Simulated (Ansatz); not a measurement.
# What went wrong? random rock-salt alloy of NbC and TiC (64 atoms)

Program: Ansatz 0.2.0. The cell: 28 Nb, 32 C and 4 Ti.

The input, input.yaml:

```yaml
crystal:
  lattice:
    - [8.9046, 0.0, 0.0]
    - [0.0, 8.9046, 0.0]
    - [0.0, 0.0, 8.9046]
  atoms:
    - { symbol: Nb, position: [0.00198, 0.99925, 0.00134] }
    - { symbol: C, position: [0.25229, 0.00282, 0.99901] }
    - { symbol: Nb, position: [0.99948, 0.25151, 0.2509] }
    - { symbol: C, position: [0.25245, 0.25114, 0.25299] }
    - { symbol: Nb, position: [0.24845, 0.00358, 0.24898] }
    - { symbol: C, position: [0.00265, 0.00274, 0.24679] }
    - { symbol: Nb, position: [0.24733, 0.25407, 0.99805] }
    - { symbol: C, position: [0.00019, 0.25344, 0.99864] }
    - { symbol: Nb, position: [0.99907, 0.99993, 0.49986] }
    - { symbol: C, position: [0.25241, 0.00216, 0.49774] }
    - { symbol: Nb, position: [0.99944, 0.25377, 0.75141] }
    - { symbol: C, position: [0.25122, 0.25202, 0.75188] }
    - { symbol: Nb, position: [0.25187, 0.99711, 0.75044] }
    - { symbol: C, position: [0.99955, 0.0044, 0.74921] }
    - { symbol: Nb, position: [0.2513, 0.25076, 0.4971] }
    - { symbol: C, position: [0.99953, 0.24408, 0.49992] }
    - { symbol: Nb, position: [0.00306, 0.50025, 0.99636] }
    - { symbol: C, position: [0.25132, 0.49902, 0.99669] }
    [... 40 atom lines left out ...]
    - { symbol: Ti, position: [0.49673, 0.74878, 0.75087] }
    - { symbol: C, position: [0.75343, 0.74983, 0.75155] }
    - { symbol: Ti, position: [0.75097, 0.49885, 0.75093] }
    - { symbol: C, position: [0.50068, 0.50038, 0.749] }
    - { symbol: Nb, position: [0.74997, 0.75788, 0.49975] }
    - { symbol: C, position: [0.50022, 0.74925, 0.50376] }
kpoints:
  mp_grid: { grid: [2, 2, 2] }
hamiltonian:
  xc: pbe
scf:
  occupations: { method: fermi_dirac, width: 0.3 }
  n_extra_bands: 0
  max_iter: 75
output:
  forces: true
```

The run is started by

```sh
ansatz run input.yaml --threads 4 --pin off --max-ram 8192MiB --backend cpu --events-out ev --progress --plain --runs-dir out
```

The log of the run:

```text
Error: inconsistent input (scf.n_extra_bands, scf.occupations.method): n_bands = 270 leaves no empty band above the 270 bands per channel that the deck's 540 electrons occupy, and the occupations search for the Fermi level (a smearing at a finite width, or tetrahedra): [...]
```

Wall time 0.14 s (4 threads of Intel Xeon Platinum 8488C (Sapphire Rapids), shared host); peak memory 0.093 GiB.

What is at fault here, and what would mend it?

Too few bands: scf.n_extra_bands = 0, scf.occupations.method = "fermi_dirac" and scf.occupations.width = 0.3.

The fix is to take out scf.n_extra_bands.

The program refused it before any cycle.

[Logs are printed without paths, hosts, clocks, repeated set-up lines and the standing remarks that a program may print on its own settings, such as how far it seeks lower states.]

[Hosts, paths, dates, database ids (printed as entryN), source tags and the programs' standing remarks are cut or masked in the printed files.]
